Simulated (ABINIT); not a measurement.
**SrTiO3 (Tausonite): G0W0 with ABINIT, start to end**

How does a plane-wave GW calculation on SrTiO3 (Tausonite) run from the first input to the gap?

Main program and level: ABINIT 10.8.3; PBE and many-body steps on it, plane waves.

**What was measured.**

- Gap 3.77 eV: direct gap (M0 critical point); spectroscopic ellipsometry, second-derivative fit; 300 K; bulk crystal (commercial single crystal) (“Optical probe of ferroelectric order in bulk and thin film perovskite titanates”, 2013, arxiv:1309.1245).

### 1. Set-up

It takes space group Pm-3m (No. 221, cubic). Conventional cell: a = 3.905 Å, b = 3.905 Å, c = 3.905 Å, α = 90.00°, β = 90.00°, γ = 90.00°. Nearest to Sr lie 12 O at 2.76 Å. Ti has 6 O at 1.95 Å nearest. O has 2 Ti at 1.95 Å and 4 Sr at 2.76 Å nearest. Farther neighbours and most contacts between anions are not listed.

The cell and positions come from the Crystallography Open Database and are kept as given unless a step says otherwise.

### 2. Ground state

This step: ABINIT 10.8.3; DFT, PBE, plane waves, norm-conserving pseudopotentials.

The ground-state density comes first.

run.abi reads:

```
acell 3*1.0 Angstrom
rprim 
  3.905280000000 0.000000000000 0.000000000000
  0.000000000000 3.905280000000 0.000000000000
  0.000000000000 0.000000000000 3.905280000000
ntypat 3
znucl 38 22 8
natom 5
typat 1 2 3 3 3
xred 
  0.500000000000 0.500000000000 0.500000000000
  0.000000000000 0.000000000000 0.000000000000
  0.500000000000 0.000000000000 0.000000000000
  0.000000000000 0.500000000000 0.000000000000
  0.000000000000 0.000000000000 0.500000000000
pp_dirpath "pseudos"
pseudos "Sr.upf, Ti.upf, O.upf"
ecut 38
ngkpt 6 6 6
nshiftk 1
shiftk 0 0 0
kptopt 1
chksymbreak 0
nband 26
occopt 1
tolvrs 1e-10
nstep 60
prtwf 0
indata_prefix "in"
outdata_prefix "out"
tmpdata_prefix "tmp"
```

Launch:

```console
$ OMP_NUM_THREADS=1 mpirun -n 8 abinit run.abi > log
```

Numbers of over 12 decimals in the logs are rounded to 6 here.

What it wrote:

```text
.Version 10.8.3 of ABINIT. v10.8.2 released Aug 2026.

 Symmetries : space group Pm -3 m (#221); Bravais cP (primitive cubic)
================================================================================
 Values of the parameters that define the memory need of the present run
     intxc =       0    ionmov =       0      iscf =       7    lmnmax =       6
     lnmax =       6     mgfft =      45  mpssoang =       3    mqgrid =    3001
     natom =       5  nloc_mem =       1    nspden =       1   nspinor =       1
    nsppol =       1      nsym =      48    n1xccc =    2501    ntypat =       3
    occopt =       1   xclevel =       2
-    mband =          26        mffmem =           1         mkmem =           3
       mpw =        4525          nfft =       91125          nkpt =          20
================================================================================
  Rough estimation (10% accuracy) of disk space for files :
================================================================================

--------------------------------------------------------------------------------
------------- Echo of variables that govern the present computation ------------
--------------------------------------------------------------------------------
 -outvars: echo values of preprocessed input variables --------
            acell      1.8897261259E+00  1.8897261259E+00  1.8897261259E+00 Bohr

      chksymbreak           0
             ecut      3.80000000E+01 Hartree
-          fftalg         312

              ixc     -101130
              kpt      0.00000000E+00  0.00000000E+00  0.00000000E+00
                       1.66666667E-01  0.00000000E+00  0.00000000E+00
                       3.33333333E-01  0.00000000E+00  0.00000000E+00
                       5.00000000E-01  0.00000000E+00  0.00000000E+00
                       1.66666667E-01  1.66666667E-01  0.00000000E+00
                       3.33333333E-01  1.66666667E-01  0.00000000E+00
                       5.00000000E-01  1.66666667E-01  0.00000000E+00
                       3.33333333E-01  3.33333333E-01  0.00000000E+00
                       5.00000000E-01  3.33333333E-01  0.00000000E+00
   [... 9 further rows ...]
                       5.00000000E-01  5.00000000E-01  3.33333333E-01
                       5.00000000E-01  5.00000000E-01  5.00000000E-01
         kptrlatt        6    0    0      0    6    0      0    0    6
          kptrlen      4.42794579E+01
P           mkmem           3
            natom           5
            nband          26
            ngfft          45      45      45
             nkpt          20
            nstep          60
             nsym          48
           ntypat           3
              occ      2.000000  2.000000  2.000000  2.000000  2.000000  2.000000
                       2.000000  2.000000  2.000000  2.000000  2.000000  2.000000
                       2.000000  2.000000  2.000000  2.000000  2.000000  2.000000
                       2.000000  2.000000  0.000000  0.000000  0.000000  0.000000
                       0.000000  0.000000
            prtwf           0
            rprim      3.9052800000E+00  0.0000000000E+00  0.0000000000E+00
[...]
spgroup         221

           tolvrs      1.00000000E-10

             xred      5.0000000000E-01  5.0000000000E-01  5.0000000000E-01
[...]
znucl       38.00000   22.00000    8.00000

================================================================================

 chkinp: Checking input parameters for consistency.

================================================================================
== DATASET  1 ==================================================================
-   mpi_nproc: 8, omp_nthreads: 1 (-1 if OMP is not activated)

--- !DatasetInfo
iteration_state: {dtset: 1, }
dimensions: {natom: 5, nkpt: 20, mband: 26, nsppol: 1, nspinor: 1, nspden: 1, mpw: 4525, }
cutoff_energies: {ecut:  38.0, pawecutdg:  -1.0, }
electrons: {nelect:   4.00000000E+01, charge:   0.00000000E+00, occopt:   1.00000000E+00, tsmear:   1.00000000E-02, }

 Real(R)+Recip(G) space primitive vectors, cartesian coordinates (Bohr,Bohr^-1):
 R(1)=  7.3799096  0.0000000  0.0000000  G(1)=  0.1355030  0.0000000  0.0000000
 R(2)=  0.0000000  7.3799096  0.0000000  G(2)=  0.0000000  0.1355030  0.0000000
 R(3)=  0.0000000  0.0000000  7.3799096  G(3)=  0.0000000  0.0000000  0.1355030
 Unit cell volume ucvol=  4.0193251E+02 bohr^3
 Angles (23,13,12)=  9.00000000E+01  9.00000000E+01  9.00000000E+01 degrees

 getcut: wavevector=  0.0000  0.0000  0.0000  ngfft=  45  45  45
         ecut(hartree)=     38.000   => boxcut(ratio)=   2.14855

--- Pseudopotential description ------------------------------------------------
- Sr Generated using ONCVPSP code by D. R. Hamann
- 38.00000  10.00000  171031                  znucl, zion, pspdat
12 -101130 2 -1 1834                          pspcod,pspxc,lmax,lloc,mmax
     nproj     2     2     2
  pspatm : epsatm=   12.84204793
         --- l  ekb(1:nproj) -->
[...]
pspatm: atomic psp has been read  and splines computed

- Ti Generated using ONCVPSP code by D. R. Hamann
- 22.00000  12.00000  171031                  znucl, zion, pspdat
12 -101130 2 -1 1586                          pspcod,pspxc,lmax,lloc,mmax
[...]
ETOT  6  -143.53667094116    -1.177E-02 2.378E-03 2.084E+01
 ETOT  7  -143.54052405821    -3.853E-03 9.859E-03 1.503E+00
 ETOT  8  -143.54082156406    -2.975E-04 1.867E-03 1.093E-01
 ETOT  9  -143.54084400344    -2.244E-05 4.528E-03 3.528E-04
 ETOT 10  -143.54084405618    -5.273E-08 1.489E-03 1.322E-04
 ETOT 11  -143.54084407869    -2.251E-08 1.326E-03 4.309E-06
 ETOT 12  -143.54084407962    -9.357E-10 9.459E-04 1.902E-09
 ETOT 13  -143.54084407962    -2.331E-12 1.805E-03 8.134E-10
 ETOT 14  -143.54084407963    -4.633E-12 1.226E-03 2.542E-12

 At SCF step   14       vres2   =  2.54E-12 < tolvrs=  1.00E-10 =>converged.

 Cartesian components of stress tensor (hartree/bohr^3)
  sigma(1 1)= -1.16965023E-04  sigma(3 2)=  0.00000000E+00
  sigma(2 2)= -1.16965023E-04  sigma(3 1)=  0.00000000E+00
  sigma(3 3)= -1.16965023E-04  sigma(2 1)=  0.00000000E+00

--- !ResultsGS
iteration_state: {dtset: 1, }
comment   : Summary of ground state results
lattice_vectors:
- [  7.3799096,   0.0000000,   0.0000000, ]
- [  0.0000000,   7.3799096,   0.0000000, ]
- [  0.0000000,   0.0000000,   7.3799096, ]
lattice_lengths: [   7.37991,    7.37991,    7.37991, ]
lattice_angles: [ 90.000,  90.000,  90.000, ] # degrees, (23, 13, 12)
lattice_volume:   4.0193251E+02
convergence: {deltae: -4.633E-12, res2:  2.542E-12, residm:  1.226E-03, diffor: null, }
etotal    :  -1.43540844E+02
entropy   :   0.00000000E+00
fermie    :   2.54497182E-01
cartesian_stress_tensor: # hartree/bohr^3
- [ -1.16965023E-04,   0.00000000E+00,   0.00000000E+00, ]
- [  0.00000000E+00,  -1.16965023E-04,   0.00000000E+00, ]
- [  0.00000000E+00,   0.00000000E+00,  -1.16965023E-04, ]
pressure_GPa:   3.4412E+00
xred      :
- [  5.0000E-01,   5.0000E-01,   5.0000E-01, Sr]
- [  0.0000E+00,   0.0000E+00,   0.0000E+00, Ti]
- [  5.0000E-01,   0.0000E+00,   0.0000E+00,  O]
- [  0.0000E+00,   5.0000E-01,   0.0000E+00,  O]
- [  0.0000E+00,   0.0000E+00,   5.0000E-01,  O]
cartesian_forces: # hartree/bohr
- [ -0.00000000E+00,  -0.00000000E+00,  -0.00000000E+00, ]
- [ -0.00000000E+00,  -0.00000000E+00,  -0.00000000E+00, ]
- [ -0.00000000E+00,  -0.00000000E+00,  -0.00000000E+00, ]
- [ -0.00000000E+00,  -0.00000000E+00,  -0.00000000E+00, ]
- [ -0.00000000E+00,  -0.00000000E+00,  -0.00000000E+00, ]
force_length_stats: {min:   0.00000000E+00, max:   0.00000000E+00, mean:   0.00000000E+00, }

 Integrated electronic density in atomic spheres:
 ------------------------------------------------
 Atom  Sphere_radius  Integrated_density
[...]
================================================================================

 ----iterations are completed or convergence reached----

 Mean square residual over all n,k,spin=   83.496E-07; max=  12.261E-04
 reduced coordinates (array xred) for    5 atoms
       0.500000000000      0.500000000000      0.500000000000
       0.000000000000      0.000000000000      0.000000000000
       0.500000000000      0.000000000000      0.000000000000
       0.000000000000      0.500000000000      0.000000000000
       0.000000000000      0.000000000000      0.500000000000
 rms dE/dt=  0.0000E+00; max dE/dt=  0.0000E+00; dE/dt below (all hartree)
    1       0.000000000000      0.000000000000      0.000000000000
    2       0.000000000000      0.000000000000      0.000000000000
    3       0.000000000000      0.000000000000      0.000000000000
    4       0.000000000000      0.000000000000      0.000000000000
    5       0.000000000000      0.000000000000      0.000000000000

 cartesian coordinates (angstrom) at end:
    1      1.952640     1.952640     1.952640
    2      0.000000     0.000000     0.000000
    3      1.952640     0.000000     0.000000
    4      0.000000     1.952640     0.000000
    5      0.000000     0.000000     1.952640

 cartesian forces (hartree/bohr) at end:
[...]
frms,max,avg= 0.0000000E+00 0.0000000E+00   0.000E+00  0.000E+00  0.000E+00 h/b

 cartesian forces (eV/Angstrom) at end:
    1     -0.000000    -0.000000    -0.000000
    2     -0.000000    -0.000000    -0.000000
    3     -0.000000    -0.000000    -0.000000
    4     -0.000000    -0.000000    -0.000000
    5     -0.000000    -0.000000    -0.000000
 frms,max,avg= 0.0000000E+00 0.0000000E+00   0.000E+00  0.000E+00  0.000E+00 e/A
 length scales=  1.889726125908  1.889726125908  1.889726125908 bohr
              =  1.000000000000  1.000000000000  1.000000000000 angstroms
 prteigrs : about to open file out_EIG
 Fermi (or HOMO) energy (hartree) =   0.25450   Average Vxc (hartree)=  -0.42036
 Eigenvalues (hartree) for nkpt=  20  k points:
 kpt#   1, nband= 26, wtk=  0.00463, kpt=  0.0000  0.0000  0.0000 (reduced coord)
  -1.81815   -0.94790   -0.94625   -0.94625   -0.94625   -0.38343   -0.34734   -0.34734
  -0.28601   -0.28601   -0.28601    0.15118    0.15118    0.15118    0.21165    0.21165
   0.21165    0.24145    0.24145    0.24145    0.32460    0.32460    0.32460    0.41575
   0.41576    0.45510
 prteigrs : prtvol=0 or 1, do not print more k-points.

--- !EnergyTerms
iteration_state     : {dtset: 1, }
comment             : Components of total free energy in Hartree
kinetic             :  6.54542980228897E+01
hartree             :  3.02029718585664E+01
xc                  : -2.97726453297859E+01
Ewald energy        : -1.06245779347251E+02
psp_core            :  4.58881612978461E+00
local_psp           : -1.06039726698923E+02
non_local_psp       : -1.72877871490890E+00
total_energy        : -1.43540844079629E+02
total_energy_eV     : -3.90594535032491E+03
band_energy         : -1.20259377884531E+01

 Cartesian components of stress tensor (hartree/bohr^3)
  sigma(1 1)= -1.16965023E-04  sigma(3 2)=  0.00000000E+00
  sigma(2 2)= -1.16965023E-04  sigma(3 1)=  0.00000000E+00
  sigma(3 3)= -1.16965023E-04  sigma(2 1)=  0.00000000E+00

-Cartesian components of stress tensor (GPa)         [Pressure=  3.4412E+00 GPa]
- sigma(1 1)= -3.44122979E+00  sigma(3 2)=  0.00000000E+00
- sigma(2 2)= -3.44122979E+00  sigma(3 1)=  0.00000000E+00
- sigma(3 3)= -3.44122979E+00  sigma(2 1)=  0.00000000E+00

== END DATASET(S) ==============================================================
================================================================================

 -outvars: echo values of variables after computation  --------
           etotal     -1.4354084408E+02
            nband          26
             nkpt          20
          spgroup         221
 [... the other variables as echoed above ...]

 Calculation completed.
```

Wall time 23 s (8 MPI ranks of Arm Neoverse V2, shared host); peak memory 0.64 GiB; 3.1 min of CPU time.

This step gave:

| Quantity | Value |
| --- | --- |
| total energy | -3905.9454 eV |
| gap | 1.908 eV |
| k of the valence top | 0.5, 0.5, 0.5 |
| k of the conduction bottom | 0, 0, 0 |
| least direct gap | 2.263 eV |
| pressure | 3.441 GPa |

The gap is indirect, with the least direct gap 0.36 eV higher.

The cutoff was set for levels, not for stress, so the pressure can be off by some GPa.

### 3. Empty states on the mesh, 4×4×4 mesh, 112 bands

The sums over transitions need many empty states on a uniform mesh; this step solves for them.

Changes to run.abi since step 2:

```diff
@@ -18,3 +18,3 @@
 ecut 38
-ngkpt 6 6 6
+ngkpt 4 4 4
 nshiftk 1
@@ -23,7 +23,10 @@
 chksymbreak 0
-nband 26
-occopt 1
-tolvrs 1e-10
+iscf -2
+irdden 1
+istwfk *1
+nband 112
+nbdbuf 10
+tolwfr 1e-09
 nstep 60
-prtwf 0
+prtvol 0
 indata_prefix "in"
```

What it wrote:

```text
.Version 10.8.3 of ABINIT. v10.8.2 released Aug 2026.

 Symmetries : space group Pm -3 m (#221); Bravais cP (primitive cubic)
[... echo of the input left out ...]
== DATASET  1 ==================================================================
-   mpi_nproc: 8, omp_nthreads: 1 (-1 if OMP is not activated)
-    --> not optimal distribution: autoparal keyword recommended in input file <--

--- !DatasetInfo
iteration_state: {dtset: 1, }
dimensions: {natom: 5, nkpt: 10, mband: 112, nsppol: 1, nspinor: 1, nspden: 1, mpw: 4632, }
cutoff_energies: {ecut:  38.0, pawecutdg:  -1.0, }
electrons: {nelect:   4.00000000E+01, charge:   0.00000000E+00, occopt:   1.00000000E+00, tsmear:   1.00000000E-02, }

 Real(R)+Recip(G) space primitive vectors, cartesian coordinates (Bohr,Bohr^-1):
 R(1)=  7.3799096  0.0000000  0.0000000  G(1)=  0.1355030  0.0000000  0.0000000
 R(2)=  0.0000000  7.3799096  0.0000000  G(2)=  0.0000000  0.1355030  0.0000000
 R(3)=  0.0000000  0.0000000  7.3799096  G(3)=  0.0000000  0.0000000  0.1355030
 Unit cell volume ucvol=  4.0193251E+02 bohr^3
 Angles (23,13,12)=  9.00000000E+01  9.00000000E+01  9.00000000E+01 degrees

 getcut: wavevector=  0.0000  0.0000  0.0000  ngfft=  45  45  45
         ecut(hartree)=     38.000   => boxcut(ratio)=   2.14855

--- Pseudopotential description ------------------------------------------------
- Sr Generated using ONCVPSP code by D. R. Hamann
- 38.00000  10.00000  171031                  znucl, zion, pspdat
12 -101130 2 -1 1834                          pspcod,pspxc,lmax,lloc,mmax
     nproj     2     2     2
  pspatm : epsatm=   12.84204793
         --- l  ekb(1:nproj) -->
             0    9.951127    1.027824
             1    7.382610    1.665143
             2    4.168853    0.950057
 pspatm: atomic psp has been read  and splines computed

- Ti Generated using ONCVPSP code by D. R. Hamann
- 22.00000  12.00000  171031                  znucl, zion, pspdat
12 -101130 2 -1 1586                          pspcod,pspxc,lmax,lloc,mmax
     nproj     2     2     2
  pspatm : epsatm=   14.68144553
         --- l  ekb(1:nproj) -->
[...]
pspatm: atomic psp has been read  and splines computed

- O Generated using ONCVPSP code by D. R. Hamann
-  8.00000   6.00000  171031                  znucl, zion, pspdat
12 -101130 2 -1 936                           pspcod,pspxc,lmax,lloc,mmax
     nproj     2     2     1
  pspatm : epsatm=    6.19545534
         --- l  ekb(1:nproj) -->
[...]
2   -1.331955
 pspatm: atomic psp has been read  and splines computed

--------------------------------------------------------------------------------

================================================================================
 prteigrs : about to open file out_EIG
 Non-SCF case, kpt    1 (  0.00000  0.00000  0.00000), residuals and eigenvalues=
  8.05E-10  2.47E-10  1.81E-10  5.44E-10  5.98E-10  1.61E-10  1.22E-10  3.40E-10
  1.70E-10  2.31E-10  3.68E-10  1.24E-10  2.68E-10  4.46E-10  2.14E-10  2.83E-10
  5.68E-10  1.66E-10  3.35E-10  7.99E-10  3.19E-10  3.32E-10  5.35E-10  1.21E-10
[...]
-1.8181E+00 -9.4790E-01 -9.4625E-01 -9.4625E-01 -9.4625E-01 -3.8343E-01
 -3.4734E-01 -3.4734E-01 -2.8601E-01 -2.8601E-01 -2.8601E-01  1.5118E-01
  1.5118E-01  1.5118E-01  2.1165E-01  2.1165E-01  2.1165E-01  2.4145E-01
[...]
2.4605E+00  2.4605E+00  2.4867E+00  2.4867E+00  2.4867E+00  2.5481E+00
  2.5481E+00  2.6066E+00  2.6073E+00  2.6396E+00  2.6396E+00  2.6396E+00
  2.7941E+00  2.7969E+00  2.7972E+00  2.8646E+00
 prteigrs : prtvol=0 or 1, do not print more k-points.

--- !ResultsGS
iteration_state: {dtset: 1, }
comment   : Summary of ground state results
lattice_vectors:
- [  7.3799096,   0.0000000,   0.0000000, ]
- [  0.0000000,   7.3799096,   0.0000000, ]
- [  0.0000000,   0.0000000,   7.3799096, ]
lattice_lengths: [   7.37991,    7.37991,    7.37991, ]
lattice_angles: [ 90.000,  90.000,  90.000, ] # degrees, (23, 13, 12)
lattice_volume:   4.0193251E+02
convergence: {deltae:  0.000E+00, res2:  0.000E+00, residm:  9.914E-10, diffor:  0.000E+00, }
etotal    :  -1.43540844E+02
entropy   :   0.00000000E+00
fermie    :   2.54497182E-01
cartesian_stress_tensor: null
pressure_GPa: null
xred      :
- [  5.0000E-01,   5.0000E-01,   5.0000E-01, Sr]
- [  0.0000E+00,   0.0000E+00,   0.0000E+00, Ti]
- [  5.0000E-01,   0.0000E+00,   0.0000E+00,  O]
- [  0.0000E+00,   5.0000E-01,   0.0000E+00,  O]
- [  0.0000E+00,   0.0000E+00,   5.0000E-01,  O]
cartesian_forces: null
force_length_stats: {min: null, max: null, mean: null, }

 Integrated electronic density in atomic spheres:
 ------------------------------------------------
 Atom  Sphere_radius  Integrated_density
[...]
================================================================================

 ----iterations are completed or convergence reached----

 Mean square residual over all n,k,spin=   40.100E-11; max=  99.141E-11
 reduced coordinates (array xred) for    5 atoms
[...]
0.000000000000      0.500000000000      0.000000000000
       0.000000000000      0.000000000000      0.500000000000

 cartesian coordinates (angstrom) at end:
    1      1.952640     1.952640     1.952640
    2      0.000000     0.000000     0.000000
    3      1.952640     0.000000     0.000000
    4      0.000000     1.952640     0.000000
    5      0.000000     0.000000     1.952640
 length scales=  1.889726125908  1.889726125908  1.889726125908 bohr
              =  1.000000000000  1.000000000000  1.000000000000 angstroms
 prteigrs : about to open file out_EIG
 Eigenvalues (hartree) for nkpt=  10  k points:
 kpt#   1, nband=112, wtk=  0.01563, kpt=  0.0000  0.0000  0.0000 (reduced coord)
[...]
2.46055    2.46055    2.48670    2.48670    2.48670    2.54812    2.54812    2.60662
   2.60731    2.63961    2.63961    2.63961    2.79410    2.79691    2.79721    2.86460
 prteigrs : prtvol=0 or 1, do not print more k-points.

== END DATASET(S) ==============================================================
================================================================================

 -outvars: echo values of variables after computation  --------
            nband         112
             nkpt          10
          spgroup         221
 [... the other variables as echoed above ...]

 Calculation completed.
```

Elapsed: 30 s, on 8 MPI ranks; peak memory 0.6 GiB; 4 min of CPU time.

Numbers from this step:

- gap: 1.908 eV
- k of the valence top: 0.5, 0.5, 0.5
- k of the conduction bottom: 0, 0, 0
- least direct gap: 2.263 eV
- k points computed: 10
- lowest point of the top converged band, above the valence top: 61.0452 eV

On this mesh the gap is 1.908 eV.

[end of part 1 of 2]

[Paths, hosts, dates, memory and timing lines, banners, echoed tables and standing remarks are left out of the program output.]

[Logs are printed without paths, hosts, clocks, repeated set-up lines and the standing remarks that a program may print on its own settings, such as how far it seeks lower states.]

[Runs of the session that timed out or met a known fault of the program may be left out.]

[Hosts, paths, dates, database ids (printed as entryN), source tags and the programs' standing remarks are cut or masked in the printed files.]

[G0W0 gaps are taken among the corrected bands and points alone; a level outside them can change the order at an edge.]

[Where Ansatz stands beside ABINIT at settings called matched, ABINIT's density can come from a denser mesh and the files from another edition; pairs whose starting gaps differed by over 0.03 eV were left out, so agreement reads better than it is.]
